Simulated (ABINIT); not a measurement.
## A GW chain in ABINIT: BiPbO2I (I4mm)

Aim: the G0W0 gap of BiPbO2I (I4mm) on PBEsol, step by step.

Method: PBEsol and many-body steps on it, plane waves, in ABINIT 10.8.3.

## Step 1: Starting point

Symmetry: I4mm, No. 107, tetragonal system. Conventional cell: a = 4.073 Å, b = 4.073 Å, c = 13.883 Å, α = 90.00°, β = 90.00°, γ = 90.00°. Nearest to Bi lie 4 O at 2.31 Å and 4 I at 3.63 Å. Nearest to Pb lie 4 O at 2.44 Å and 4 I at 3.69 Å. Nearest to I lie 4 Bi at 3.63 Å and 4 Pb at 3.69 Å. O has 2 Bi at 2.31 Å and 2 Pb at 2.44 Å nearest. Farther neighbours and most contacts between anions are not listed.

As a file:

```cif
data_structure
_symmetry_space_group_name_H-M 'P 1'
_symmetry_Int_Tables_number 1
_cell_length_a 7.5155
_cell_length_b 7.5155
_cell_length_c 7.5155
_cell_angle_alpha 148.552
_cell_angle_beta 148.552
_cell_angle_gamma 45.071
_cell_volume 115.18
loop_
_atom_site_label
_atom_site_type_symbol
_atom_site_fract_x
_atom_site_fract_y
_atom_site_fract_z
_atom_site_occupancy
Bi1 Bi 0.33422 0.33422 0.00000 1
Pb2 Pb 0.65957 0.65957 0.00000 1
I3 I 0.99335 0.99335 0.00000 1
O4 O 0.75643 0.25643 0.50000 1
O5 O 0.25643 0.75643 0.50000 1
```

The cell and positions are those that the Materials Project relaxed with its own functionals (PBE, PBE+U or r2SCAN), kept fixed. Spin-orbit coupling is left out unless a step names it.

## Step 2: Ground state

This step: ABINIT 10.8.3; DFT, PBEsol, plane waves, norm-conserving pseudopotentials.

The ground-state density comes first.

run.abi

```
acell 3*1.0 Angstrom
rprim 
  -2.036731000000 2.036731000000 6.941640000000
  2.036731000000 -2.036731000000 6.941640000000
  2.036731000000 2.036731000000 -6.941640000000
ntypat 4
znucl 83 82 53 8
natom 5
typat 1 2 3 4 4
xred 
  0.334222000000 0.334222000000 0.000000000000
  0.659568000000 0.659568000000 0.000000000000
  0.993347000000 0.993347000000 0.000000000000
  0.756431000000 0.256431000000 0.500000000000
  0.256431000000 0.756431000000 0.500000000000
pp_dirpath "pseudos"
pseudos "Bi.upf, Pb.upf, I.upf, O.upf"
ecut 42
ngkpt 6 6 6
nshiftk 1
shiftk 0 0 0
kptopt 1
chksymbreak 0
nband 43
occopt 1
tolvrs 1e-08
nstep 60
prtwf 0
optforces 0
optstress 0
indata_prefix "in"
outdata_prefix "out"
tmpdata_prefix "tmp"
```

The run is started by

```
OMP_NUM_THREADS=1 mpirun -n 8 abinit run.abi > log
```

Numbers of over 12 decimals in the logs are rounded to 6 here.

What it wrote:

```text
.Version 10.8.3 of ABINIT. v10.8.2 released Aug 2026.

 Symmetries : space group I4 m m (#107); Bravais tI (body-center tetrag.)
================================================================================
 Values of the parameters that define the memory need of the present run
     intxc =       0    ionmov =       0      iscf =       7    lmnmax =       6
     lnmax =       6     mgfft =      90  mpssoang =       3    mqgrid =    3001
     natom =       5  nloc_mem =       1    nspden =       1   nspinor =       1
    nsppol =       1      nsym =       8    n1xccc =    2501    ntypat =       4
    occopt =       1   xclevel =       2
-    mband =          43        mffmem =           1         mkmem =           4
       mpw =       10131          nfft =      729000          nkpt =          30
================================================================================
  Rough estimation (10% accuracy) of disk space for files :
================================================================================

--------------------------------------------------------------------------------
------------- Echo of variables that govern the present computation ------------
--------------------------------------------------------------------------------
 -outvars: echo values of preprocessed input variables --------
            acell      1.8897261259E+00  1.8897261259E+00  1.8897261259E+00 Bohr

      chksymbreak           0
             ecut      4.20000000E+01 Hartree
-          fftalg         312

              ixc     -116133
              kpt      0.00000000E+00  0.00000000E+00  0.00000000E+00
                       1.66666667E-01  0.00000000E+00  0.00000000E+00
                       3.33333333E-01  0.00000000E+00  0.00000000E+00
                       5.00000000E-01  0.00000000E+00  0.00000000E+00
                       1.66666667E-01  1.66666667E-01  0.00000000E+00
                       3.33333333E-01  1.66666667E-01  0.00000000E+00
                       5.00000000E-01  1.66666667E-01  0.00000000E+00
                      -3.33333333E-01  1.66666667E-01  0.00000000E+00
                      -1.66666667E-01  1.66666667E-01  0.00000000E+00
   [... 19 further rows ...]
                      -3.33333333E-01 -3.33333333E-01  3.33333333E-01
                       5.00000000E-01  5.00000000E-01  5.00000000E-01
         kptrlatt        6    0    0      0    6    0      0    0    6
          kptrlen      4.61863654E+01
P           mkmem           4
            natom           5
            nband          43
            ngfft          90      90      90
             nkpt          30
            nstep          60
             nsym           8
           ntypat           4
              occ      2.000000  2.000000  2.000000  2.000000  2.000000  2.000000
                       2.000000  2.000000  2.000000  2.000000  2.000000  2.000000
                       2.000000  2.000000  2.000000  2.000000  2.000000  2.000000
                       2.000000  2.000000  2.000000  2.000000  2.000000  2.000000
                       2.000000  2.000000  2.000000  2.000000  2.000000  2.000000
                       2.000000  2.000000  2.000000  2.000000  2.000000  2.000000
                       2.000000  0.000000  0.000000  0.000000  0.000000  0.000000
                       0.000000
        optforces           0
        optstress           0
            prtwf           0
            rprim     -2.0367310000E+00  2.0367310000E+00  6.9416400000E+00
[...]
spgroup         107

           tolvrs      1.00000000E-08

             xred      3.3422200000E-01  3.3422200000E-01 -1.0324379849E-18
[...]
znucl       83.00000   82.00000   53.00000    8.00000

================================================================================

 chkinp: Checking input parameters for consistency.

================================================================================
== DATASET  1 ==================================================================
-   mpi_nproc: 8, omp_nthreads: 1 (-1 if OMP is not activated)

--- !DatasetInfo
iteration_state: {dtset: 1, }
dimensions: {natom: 5, nkpt: 30, mband: 43, nsppol: 1, nspinor: 1, nspden: 1, mpw: 10131, }
cutoff_energies: {ecut:  42.0, pawecutdg:  -1.0, }
electrons: {nelect:   7.40000000E+01, charge:   0.00000000E+00, occopt:   1.00000000E+00, tsmear:   1.00000000E-02, }

 Real(R)+Recip(G) space primitive vectors, cartesian coordinates (Bohr,Bohr^-1):
 R(1)= -3.8488638  3.8488638 13.1177985  G(1)=  0.0000000  0.1299085  0.0381162
 R(2)=  3.8488638 -3.8488638 13.1177985  G(2)=  0.1299085  0.0000000  0.0381162
 R(3)=  3.8488638  3.8488638-13.1177985  G(3)=  0.1299085  0.1299085  0.0000000
 Unit cell volume ucvol=  7.7729527E+02 bohr^3
 Angles (23,13,12)=  1.48552003E+02  1.48552003E+02  4.50711543E+01 degrees

 getcut: wavevector=  0.0000  0.0000  0.0000  ngfft=  90  90  90
         ecut(hartree)=     42.000   => boxcut(ratio)=   2.17283

--- Pseudopotential description ------------------------------------------------
- Bi Generated using ONCVPSP code by D. R. Hamann
- 83.00000  23.00000  180301                  znucl, zion, pspdat
12 -116133 2 -1 1472                          pspcod,pspxc,lmax,lloc,mmax
     nproj     2     2     2
  pspatm : epsatm=   28.42398882
         --- l  ekb(1:nproj) -->
[...]
nproj     2     2     2
  pspatm : epsatm=   27.24616311
         --- l  ekb(1:nproj) -->
[...]
pspatm: atomic psp has been read  and splines computed

- I Generated using ONCVPSP code by D. R. Hamann
- 53.00000  17.00000  180301                  znucl, zion, pspdat
12 -116133 2 -1 1182                          pspcod,pspxc,lmax,lloc,mmax
     nproj     2     2     2
  pspatm : epsatm=   40.15760518
         --- l  ekb(1:nproj) -->
[...]
pspatm: atomic psp has been read  and splines computed

- O Generated using ONCVPSP code by D. R. Hamann
-  8.00000   6.00000  180301                  znucl, zion, pspdat
12 -116133 2 -1 936                           pspcod,pspxc,lmax,lloc,mmax
     nproj     2     2     1
  pspatm : epsatm=    6.20179097
         --- l  ekb(1:nproj) -->
[...]
2   -1.335834
 pspatm: atomic psp has been read  and splines computed

   8.00911909E+03                                ecore*ucvol(ha*bohr**3)
--------------------------------------------------------------------------------

_setup2: Arith. and geom. avg. npw (full set) are   10106.764   10106.757

================================================================================

--- !BeginCycle
iteration_state: {dtset: 1, }
solver: {iscf: 7, nstep: 60, nline: 4, wfoptalg: 0, }
tolerances: {tolvrs: 1.00E-08, }

     iter   Etot(hartree)      deltaE(h)  residm     vres2
 ETOT  1  -597.59886215614    -5.976E+02 2.705E-01 5.924E+03
 ETOT  2  -598.37230494443    -7.734E-01 3.642E-02 7.779E+03
 ETOT  3  -598.63800871257    -2.657E-01 4.650E-02 2.986E+03
 ETOT  4  -598.68177199754    -4.376E-02 1.535E-02 1.112E+03
 ETOT  5  -598.69569257630    -1.392E-02 3.779E-03 2.389E+02
 ETOT  6  -598.70007174995    -4.379E-03 1.545E-03 2.751E+00
 ETOT  7  -598.70010892235    -3.717E-05 9.343E-04 5.858E-01
 ETOT  8  -598.70011576431    -6.842E-06 3.537E-04 2.203E-03
 ETOT  9  -598.70011580369    -3.938E-08 4.876E-04 1.187E-03
 ETOT 10  -598.70011582261    -1.892E-08 2.787E-04 2.432E-05
 ETOT 11  -598.70011582292    -3.096E-10 3.646E-04 7.444E-07
 ETOT 12  -598.70011582290     1.887E-11 1.857E-04 4.752E-08
 ETOT 13  -598.70011582292    -1.660E-11 2.350E-04 9.413E-09

 At SCF step   13       vres2   =  9.41E-09 < tolvrs=  1.00E-08 =>converged.

--- !ResultsGS
iteration_state: {dtset: 1, }
comment   : Summary of ground state results
lattice_vectors:
- [ -3.8488638,   3.8488638,  13.1177985, ]
- [  3.8488638,  -3.8488638,  13.1177985, ]
- [  3.8488638,   3.8488638, -13.1177985, ]
lattice_lengths: [  14.20226,   14.20226,   14.20226, ]
lattice_angles: [148.552, 148.552,  45.071, ] # degrees, (23, 13, 12)
lattice_volume:   7.7729527E+02
convergence: {deltae: -1.660E-11, res2:  9.413E-09, residm:  2.350E-04, diffor:  0.000E+00, }
etotal    :  -5.98700116E+02
entropy   :   0.00000000E+00
fermie    :   1.97542696E-01
cartesian_stress_tensor: null
pressure_GPa: null
xred      :
- [  3.3422E-01,   3.3422E-01,  -1.0324E-18, Bi]
- [  6.5957E-01,   6.5957E-01,  -2.0375E-18, Pb]
- [  9.9335E-01,   9.9335E-01,  -3.0685E-18,  I]
- [  7.5643E-01,   2.5643E-01,   5.0000E-01,  O]
- [  2.5643E-01,   7.5643E-01,   5.0000E-01,  O]
cartesian_forces: null
force_length_stats: {min: null, max: null, mean: null, }

 Integrated electronic density in atomic spheres:
 ------------------------------------------------
 Atom  Sphere_radius  Integrated_density
[...]
================================================================================

 ----iterations are completed or convergence reached----

 Mean square residual over all n,k,spin=   23.781E-08; max=  23.498E-05
 reduced coordinates (array xred) for    5 atoms
[...]
0.659568000000      0.659568000000     -0.000000000000
       0.993347000000      0.993347000000     -0.000000000000
       0.756431000000      0.256431000000      0.500000000000
       0.256431000000      0.756431000000      0.500000000000
 rms dE/dt=  0.0000E+00; max dE/dt=  0.0000E+00; dE/dt below (all hartree)
    1       0.000000000000      0.000000000000      0.000000000000
    2       0.000000000000      0.000000000000      0.000000000000
    3       0.000000000000      0.000000000000      0.000000000000
    4       0.000000000000      0.000000000000      0.000000000000
    5       0.000000000000      0.000000000000      0.000000000000

 cartesian coordinates (angstrom) at end:
    1      0.000000    -0.000000     4.640098
    2     -0.000000     0.000000     9.156967
    3      0.000000    -0.000000    13.790915
    4      0.000000     2.036731     3.560103
    5      2.036731     0.000000     3.560103
 length scales=  1.889726125908  1.889726125908  1.889726125908 bohr
              =  1.000000000000  1.000000000000  1.000000000000 angstroms
 prteigrs : about to open file out_EIG
 Fermi (or HOMO) energy (hartree) =   0.19754   Average Vxc (hartree)=  -0.38040
 Eigenvalues (hartree) for nkpt=  30  k points:
 kpt#   1, nband= 43, wtk=  0.00463, kpt=  0.0000  0.0000  0.0000 (reduced coord)
  -5.42138   -4.88286   -3.14476   -3.14338   -3.14338   -2.73822   -2.73822   -2.73769
  -1.40512   -1.40491   -1.40491   -1.40421   -1.40420   -0.62280   -0.61957   -0.61897
  -0.61897   -0.61646   -0.45952   -0.40788   -0.36529   -0.36529   -0.36486   -0.36420
  -0.34454   -0.23155   -0.13233   -0.02038    0.04071    0.04071    0.13976    0.14005
   0.14219    0.14219    0.17836    0.17836    0.18008    0.25955    0.36001    0.38538
   0.38538    0.42005    0.42125
 prteigrs : prtvol=0 or 1, do not print more k-points.

--- !EnergyTerms
iteration_state     : {dtset: 1, }
comment             : Components of total free energy in Hartree
kinetic             :  2.06919818753186E+02
hartree             :  1.76059862324940E+02
xc                  : -1.07664956182792E+02
Ewald energy        : -3.18919586761444E+02
psp_core            :  1.03038309249589E+01
local_psp           : -5.52770637884011E+02
non_local_psp       : -1.26284469977532E+01
total_energy        : -5.98700115822915E+02
total_energy_eV     : -1.62914600971709E+04
band_energy         : -8.00688089660855E+01

== END DATASET(S) ==============================================================
================================================================================

 -outvars: echo values of variables after computation  --------
           etotal     -5.9870011582E+02
            nband          43
             nkpt          30
          spgroup         107
 [... the other variables as echoed above ...]

 Calculation completed.
```

Wall time 8.6 min (8 MPI ranks of Arm Neoverse N1, shared host); peak memory 2.6 GiB; 69 min of CPU time.

Numbers from this step:

```
total energy               : -16291.4601 eV
gap                        : 1.687 eV
k of the valence top       : 0.5, 0.5, 0.3333
k of the conduction bottom : 0, 0, 0
least direct gap           : 2.162 eV
```

The gap is indirect, with the least direct gap 0.48 eV higher.

[end of part 1 of 3]

[Paths, hosts, dates, memory and timing lines, banners, echoed tables and standing remarks are left out of the program output.]

[Logs are printed without paths, hosts, clocks, repeated set-up lines and the standing remarks that a program may print on its own settings, such as how far it seeks lower states.]

[Runs of the session that timed out or met a known fault of the program may be left out.]

[Hosts, paths, dates, database ids (printed as entryN), source tags and the programs' standing remarks are cut or masked in the printed files.]

[G0W0 gaps are taken among the corrected bands and points alone; a level outside them can change the order at an edge.]

[Where Ansatz stands beside ABINIT at settings called matched, ABINIT's density can come from a denser mesh and the files from another edition; pairs whose starting gaps differed by over 0.03 eV were left out, so agreement reads better than it is.]
